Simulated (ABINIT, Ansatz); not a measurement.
Computed results, one entry a study.

```json
{"subject": "CaAlSiH (P3m1): one start, several treatments of the self-energy", "lattice_ang": [[4.1433, 0.0, 0.0], [-2.0716, 3.5882, 0.0], [0.0, 0.0, 4.6982]], "atoms": [["Ca", 0.0, 0.0, 0.9999], ["Al", 0.6667, 0.3333, 0.4571], ["Si", 0.3333, 0.6667, 0.5659], ["H", 0.6667, 0.3333, 0.0838]], "method": "RPA screening on PBEsol, plane waves, norm-conserving pseudopotentials (and 3 further levels or steps)", "program": "ABINIT 10.8.3", "settings": "cutoff 32 Ha, PseudoDojo scalar-relativistic 0.4.1 standard, norm-conserving, ngkpt (3, 3, 4), nband 55, ecuteps 4.2 Ha, gwcalctyp 2, nfreqre 16, nfreqim 8, inclvkb 2, freqremax 40 eV, spmeth 1, nomegasf 120, shiftk (0, 0, 0), symchi 1, awtr 1, frequency cd, 3×3×4 k-mesh", "cost": "8 runs, 4.1 min in all on 4 MPI ranks of Intel Xeon Platinum 8259CL at 2.50GHz (Skylake/Cascade Lake), shared host", "notes": "The program’s warnings: Min real frequency set to default [Ha] = and nkpt*nsppol () is not a multiple of nproc spkpt (). The cell and positions are those that the Materials Project relaxed with its own functionals (PBE, PBE+U or r2SCAN), kept fixed. The 3×3×4 mesh is coarse for this cell, which bears on the long-range parts of exchange and screening.", "results": {"g0w0_godby_needs_plasmon_pole": "1.195 eV", "g0w0_von_der_linden_horsch_plasmon_pole": "1.185 eV", "g0w0_hybertsen_louie_plasmon_pole": "1.151 eV", "one_shot_hartree_fock": "5.877 eV", "g0w0_contour_deformation": "1.195 eV", "known_limits": "short of the basis limit; coarse k mesh"}}
```

[Long decimals in the printed logs are rounded to 6 places.]

[Logs are printed without paths, hosts, clocks, repeated set-up lines and the standing remarks that a program may print on its own settings, such as how far it seeks lower states.]

[Paths, hosts, dates, memory and timing lines, banners, echoed tables and standing remarks are left out of the program output; an Ansatz launch command may be rebuilt from the run's recorded settings. Measured values are a selection of at most five: reports struck by readers or far from the other reports are left out. None is set beside runs whose start may be inverted or whose files or cutoffs have a known fault.]

[Runs of the session that timed out or met a known fault of the program may be left out.]

[Hosts, paths, dates, database ids (printed as entryN), source tags and the programs' standing remarks are cut or masked in the printed files.]

[G0W0 gaps are taken among the corrected bands and points alone; a level outside them can change the order at an edge.]

[Where Ansatz stands beside ABINIT at settings called matched, ABINIT's density can come from a denser mesh and the files from another edition; pairs whose starting gaps differed by over 0.03 eV were left out, so agreement reads better than it is.]
